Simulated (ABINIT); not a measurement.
**A GW chain in ABINIT: CsCaH3 (Pm-3m)**

Aim: the G0W0 gap of CsCaH3 (Pm-3m) on LDA, step by step.

Program: ABINIT 10.8.3. Level of theory: LDA and many-body steps on it, plane waves. Results are calculated unless marked as measured.

**1. Set-up**

The structure is cubic, space group Pm-3m (No. 221). Conventional cell: a = 4.621 Å, b = 4.621 Å, c = 4.621 Å, α = 90.00°, β = 90.00°, γ = 90.00°. Nearest to Cs lie 12 H at 3.27 Å. Ca has 6 H at 2.31 Å nearest. Nearest to H lie 2 Ca at 2.31 Å and 8 H at 3.27 Å and 4 Cs at 3.27 Å. Farther neighbours are not listed.

Coordinates:

```cif
data_structure
_symmetry_space_group_name_H-M 'P 1'
_symmetry_Int_Tables_number 1
_cell_length_a 4.6212
_cell_length_b 4.6212
_cell_length_c 4.6212
_cell_angle_alpha 90.000
_cell_angle_beta 90.000
_cell_angle_gamma 90.000
_cell_volume 98.69
loop_
_atom_site_label
_atom_site_type_symbol
_atom_site_fract_x
_atom_site_fract_y
_atom_site_fract_z
_atom_site_occupancy
Cs1 Cs 0.00000 0.00000 0.00000 1
Ca2 Ca 0.50000 0.50000 0.50000 1
H3 H 0.50000 0.00000 0.50000 1
H4 H 0.00000 0.50000 0.50000 1
H5 H 0.50000 0.50000 0.00000 1
```

The cell and positions are those that the Materials Project relaxed with its own functionals (PBE, PBE+U or r2SCAN), kept fixed. Spin-orbit coupling is left out unless a step names it.

**2. Ground state**

This step: ABINIT 10.8.3; DFT, LDA, plane waves, norm-conserving pseudopotentials.

The ground-state density comes first.

The input, run.abi:

```
acell 3*1.0 Angstrom
rprim 
  4.621186000000 0.000000000000 0.000000000000
  0.000000000000 4.621186000000 0.000000000000
  0.000000000000 0.000000000000 4.621186000000
ntypat 3
znucl 55 20 1
natom 5
typat 1 2 3 3 3
xred 
  0.000000000000 0.000000000000 0.000000000000
  0.500000000000 0.500000000000 0.500000000000
  0.500000000000 0.000000000000 0.500000000000
  0.000000000000 0.500000000000 0.500000000000
  0.500000000000 0.500000000000 0.000000000000
pp_dirpath "pseudos"
pseudos "Cs.upf, Ca.upf, H.upf"
ecut 31
ngkpt 4 4 4
nshiftk 1
shiftk 0 0 0
kptopt 1
chksymbreak 0
nband 17
occopt 1
tolvrs 1e-10
nstep 60
prtwf 0
optforces 0
optstress 0
indata_prefix "in"
outdata_prefix "out"
tmpdata_prefix "tmp"
```

Started as:

```console
$ OMP_NUM_THREADS=1 mpirun -n 4 abinit run.abi > log
```

Numbers of over 12 decimals in the logs are rounded to 6 here.

The log of the run:

```text
.Version 10.8.3 of ABINIT. v10.8.2 released Aug 2026.

 Symmetries : space group Pm -3 m (#221); Bravais cP (primitive cubic)
================================================================================
 Values of the parameters that define the memory need of the present run
     intxc =       0    ionmov =       0      iscf =       7    lmnmax =       8
     lnmax =       8     mgfft =      45  mpssoang =       4    mqgrid =    3001
     natom =       5  nloc_mem =       1    nspden =       1   nspinor =       1
    nsppol =       1      nsym =      48    n1xccc =    2501    ntypat =       3
    occopt =       1   xclevel =       1
-    mband =          17        mffmem =           1         mkmem =           3
       mpw =        5512          nfft =       91125          nkpt =          10
================================================================================
  Rough estimation (10% accuracy) of disk space for files :
================================================================================

--------------------------------------------------------------------------------
------------- Echo of variables that govern the present computation ------------
--------------------------------------------------------------------------------
 -outvars: echo values of preprocessed input variables --------
            acell      1.8897261259E+00  1.8897261259E+00  1.8897261259E+00 Bohr

      chksymbreak           0
             ecut      3.10000000E+01 Hartree
-          fftalg         312

              ixc       -1012
              kpt      0.00000000E+00  0.00000000E+00  0.00000000E+00
                       2.50000000E-01  0.00000000E+00  0.00000000E+00
                       5.00000000E-01  0.00000000E+00  0.00000000E+00
                       2.50000000E-01  2.50000000E-01  0.00000000E+00
                       5.00000000E-01  2.50000000E-01  0.00000000E+00
                       5.00000000E-01  5.00000000E-01  0.00000000E+00
                       2.50000000E-01  2.50000000E-01  2.50000000E-01
                       5.00000000E-01  2.50000000E-01  2.50000000E-01
                       5.00000000E-01  5.00000000E-01  2.50000000E-01
                       5.00000000E-01  5.00000000E-01  5.00000000E-01
         kptrlatt        4    0    0      0    4    0      0    0    4
          kptrlen      3.49311037E+01
P           mkmem           3
            natom           5
            nband          17
            ngfft          45      45      45
             nkpt          10
            nstep          60
             nsym          48
           ntypat           3
              occ      2.000000  2.000000  2.000000  2.000000  2.000000  2.000000
                       2.000000  2.000000  2.000000  2.000000  2.000000  0.000000
                       0.000000  0.000000  0.000000  0.000000  0.000000
        optforces           0
        optstress           0
            prtwf           0
            rprim      4.6211860000E+00  0.0000000000E+00  0.0000000000E+00
                       0.0000000000E+00  4.6211860000E+00  0.0000000000E+00
[...]
spgroup         221

           tolvrs      1.00000000E-10

             xred      0.0000000000E+00  0.0000000000E+00  0.0000000000E+00
[...]
znucl       55.00000   20.00000    1.00000

================================================================================

 chkinp: Checking input parameters for consistency.

================================================================================
== DATASET  1 ==================================================================
-   mpi_nproc: 4, omp_nthreads: 1 (-1 if OMP is not activated)

--- !DatasetInfo
iteration_state: {dtset: 1, }
dimensions: {natom: 5, nkpt: 10, mband: 17, nsppol: 1, nspinor: 1, nspden: 1, mpw: 5512, }
cutoff_energies: {ecut:  31.0, pawecutdg:  -1.0, }
electrons: {nelect:   2.20000000E+01, charge:   0.00000000E+00, occopt:   1.00000000E+00, tsmear:   1.00000000E-02, }

 Real(R)+Recip(G) space primitive vectors, cartesian coordinates (Bohr,Bohr^-1):
 R(1)=  8.7327759  0.0000000  0.0000000  G(1)=  0.1145111  0.0000000  0.0000000
 R(2)=  0.0000000  8.7327759  0.0000000  G(2)=  0.0000000  0.1145111  0.0000000
 R(3)=  0.0000000  0.0000000  8.7327759  G(3)=  0.0000000  0.0000000  0.1145111
 Unit cell volume ucvol=  6.6597350E+02 bohr^3
 Angles (23,13,12)=  9.00000000E+01  9.00000000E+01  9.00000000E+01 degrees

 getcut: wavevector=  0.0000  0.0000  0.0000  ngfft=  45  45  45
         ecut(hartree)=     31.000   => boxcut(ratio)=   2.01027

--- Pseudopotential description ------------------------------------------------
- Cs Generated using ONCVPSP code by D. R. Hamann
- 55.00000   9.00000  201201                  znucl, zion, pspdat
12 -1012 3 -1 2328                            pspcod,pspxc,lmax,lloc,mmax
     nproj     2     2     2     2
  pspatm : epsatm=   21.68725381
         --- l  ekb(1:nproj) -->
[...]
pspatm: atomic psp has been read  and splines computed

- Ca Generated using ONCVPSP code by D. R. Hamann
- 20.00000  10.00000  180309                  znucl, zion, pspdat
12 -1012 2 -1 1724                            pspcod,pspxc,lmax,lloc,mmax
     nproj     2     2     2     0
  pspatm : epsatm=   12.51424511
         --- l  ekb(1:nproj) -->
[...]
pspatm: atomic psp has been read  and splines computed

- H Generated using ONCVPSP code by D. R. Hamann
-  1.00000   1.00000  180309                  znucl, zion, pspdat
12 -1012 1 -1 1180                            pspcod,pspxc,lmax,lloc,mmax
     nproj     2     1     0     0
  pspatm : epsatm=    0.35439867
         --- l  ekb(1:nproj) -->
[...]
1   -0.275071
 pspatm: atomic psp has been read  and splines computed

   7.75823288E+02                                ecore*ucvol(ha*bohr**3)
--------------------------------------------------------------------------------

_setup2: Arith. and geom. avg. npw (full set) are    5489.672    5489.638

================================================================================

--- !BeginCycle
iteration_state: {dtset: 1, }
solver: {iscf: 7, nstep: 60, nline: 4, wfoptalg: 0, }
tolerances: {tolvrs: 1.00E-10, }

     iter   Etot(hartree)      deltaE(h)  residm     vres2
 ETOT  1  -63.845048698326    -6.385E+01 4.024E-02 2.695E+02
 ETOT  2  -63.913266481335    -6.822E-02 2.058E-02 2.141E+01
 ETOT  3  -63.914972730578    -1.706E-03 4.691E-03 4.317E+00
 ETOT  4  -63.915210542540    -2.378E-04 8.955E-04 1.204E-01
 ETOT  5  -63.915222260304    -1.172E-05 5.826E-04 1.785E-03
 ETOT  6  -63.915222550824    -2.905E-07 4.881E-04 7.850E-05
 ETOT  7  -63.915222566286    -1.546E-08 2.845E-04 1.053E-06
 ETOT  8  -63.915222566843    -5.574E-10 2.483E-04 2.744E-08
 ETOT  9  -63.915222566876    -3.287E-11 1.248E-04 2.655E-09
 ETOT 10  -63.915222566879    -2.629E-12 1.334E-04 4.592E-11

 At SCF step   10       vres2   =  4.59E-11 < tolvrs=  1.00E-10 =>converged.

--- !ResultsGS
iteration_state: {dtset: 1, }
comment   : Summary of ground state results
lattice_vectors:
- [  8.7327759,   0.0000000,   0.0000000, ]
- [  0.0000000,   8.7327759,   0.0000000, ]
- [  0.0000000,   0.0000000,   8.7327759, ]
lattice_lengths: [   8.73278,    8.73278,    8.73278, ]
lattice_angles: [ 90.000,  90.000,  90.000, ] # degrees, (23, 13, 12)
lattice_volume:   6.6597350E+02
convergence: {deltae: -2.629E-12, res2:  4.592E-11, residm:  1.334E-04, diffor:  0.000E+00, }
etotal    :  -6.39152226E+01
entropy   :   0.00000000E+00
fermie    :   5.12095198E-02
cartesian_stress_tensor: null
pressure_GPa: null
xred      :
- [  0.0000E+00,   0.0000E+00,   0.0000E+00, Cs]
- [  5.0000E-01,   5.0000E-01,   5.0000E-01, Ca]
- [  5.0000E-01,   0.0000E+00,   5.0000E-01,  H]
- [  0.0000E+00,   5.0000E-01,   5.0000E-01,  H]
- [  5.0000E-01,   5.0000E-01,   0.0000E+00,  H]
cartesian_forces: null
force_length_stats: {min: null, max: null, mean: null, }

 Integrated electronic density in atomic spheres:
 ------------------------------------------------
 Atom  Sphere_radius  Integrated_density
[...]
================================================================================

 ----iterations are completed or convergence reached----

 Mean square residual over all n,k,spin=   22.168E-07; max=  13.339E-05
 reduced coordinates (array xred) for    5 atoms
       0.000000000000      0.000000000000      0.000000000000
       0.500000000000      0.500000000000      0.500000000000
       0.500000000000      0.000000000000      0.500000000000
       0.000000000000      0.500000000000      0.500000000000
       0.500000000000      0.500000000000      0.000000000000
 rms dE/dt=  0.0000E+00; max dE/dt=  0.0000E+00; dE/dt below (all hartree)
    1       0.000000000000      0.000000000000      0.000000000000
    2       0.000000000000      0.000000000000      0.000000000000
    3       0.000000000000      0.000000000000      0.000000000000
    4       0.000000000000      0.000000000000      0.000000000000
    5       0.000000000000      0.000000000000      0.000000000000

 cartesian coordinates (angstrom) at end:
    1      0.000000     0.000000     0.000000
    2      2.310593     2.310593     2.310593
    3      2.310593     0.000000     2.310593
    4      0.000000     2.310593     2.310593
    5      2.310593     2.310593     0.000000
 length scales=  1.889726125908  1.889726125908  1.889726125908 bohr
              =  1.000000000000  1.000000000000  1.000000000000 angstroms
 prteigrs : about to open file out_EIG
 Fermi (or HOMO) energy (hartree) =   0.05121   Average Vxc (hartree)=  -0.31350
 Eigenvalues (hartree) for nkpt=  10  k points:
 kpt#   1, nband= 17, wtk=  0.01563, kpt=  0.0000  0.0000  0.0000 (reduced coord)
  -1.36920   -0.69136   -0.67997   -0.67997   -0.67997   -0.20090   -0.20090   -0.20090
  -0.05192    0.02667    0.02667    0.24832    0.24832    0.24832    0.28335    0.28335
   0.31159
 prteigrs : prtvol=0 or 1, do not print more k-points.

--- !EnergyTerms
iteration_state     : {dtset: 1, }
comment             : Components of total free energy in Hartree
kinetic             :  1.99322127559858E+01
hartree             :  1.30347472751333E+01
xc                  : -1.51316707034040E+01
Ewald energy        : -4.04864643126686E+01
psp_core            :  1.16494618369918E+00
local_psp           : -4.87161103033906E+01
non_local_psp       :  6.28711653776619E+00
total_energy        : -6.39152225668788E+01
total_energy_eV     : -1.73922180826518E+03
band_energy         : -9.30929150231097E+00

== END DATASET(S) ==============================================================
================================================================================

 -outvars: echo values of variables after computation  --------
           etotal     -6.3915222567E+01
            nband          17
             nkpt          10
          spgroup         221
 [... the other variables as echoed above ...]

 Calculation completed.
```

Wall time 12 s (4 MPI ranks of Arm Neoverse V2, shared host); peak memory 0.33 GiB; 47 s of CPU time.

This step gave:

| Item | Value |
| --- | --- |
| total energy | -1739.2218 eV |
| gap | 2.810 eV |
| k of the valence top | 0.5, 0.5, 0 |
| k of the conduction bottom | 0.5, 0.5, 0 |
| least direct gap | 2.810 eV |

The gap is direct, at (0.500, 0.500, 0.000).

(Continued in part 2 of 3.)

[Paths, hosts, dates, memory and timing lines, banners, echoed tables and standing remarks are left out of the program output.]

[Logs are printed without paths, hosts, clocks, repeated set-up lines and the standing remarks that a program may print on its own settings, such as how far it seeks lower states.]

[Runs of the session that timed out or met a known fault of the program may be left out.]

[Hosts, paths, dates, database ids (printed as entryN), source tags and the programs' standing remarks are cut or masked in the printed files.]

[G0W0 gaps are taken among the corrected bands and points alone; a level outside them can change the order at an edge.]

[Where Ansatz stands beside ABINIT at settings called matched, ABINIT's density can come from a denser mesh and the files from another edition; pairs whose starting gaps differed by over 0.03 eV were left out, so agreement reads better than it is.]
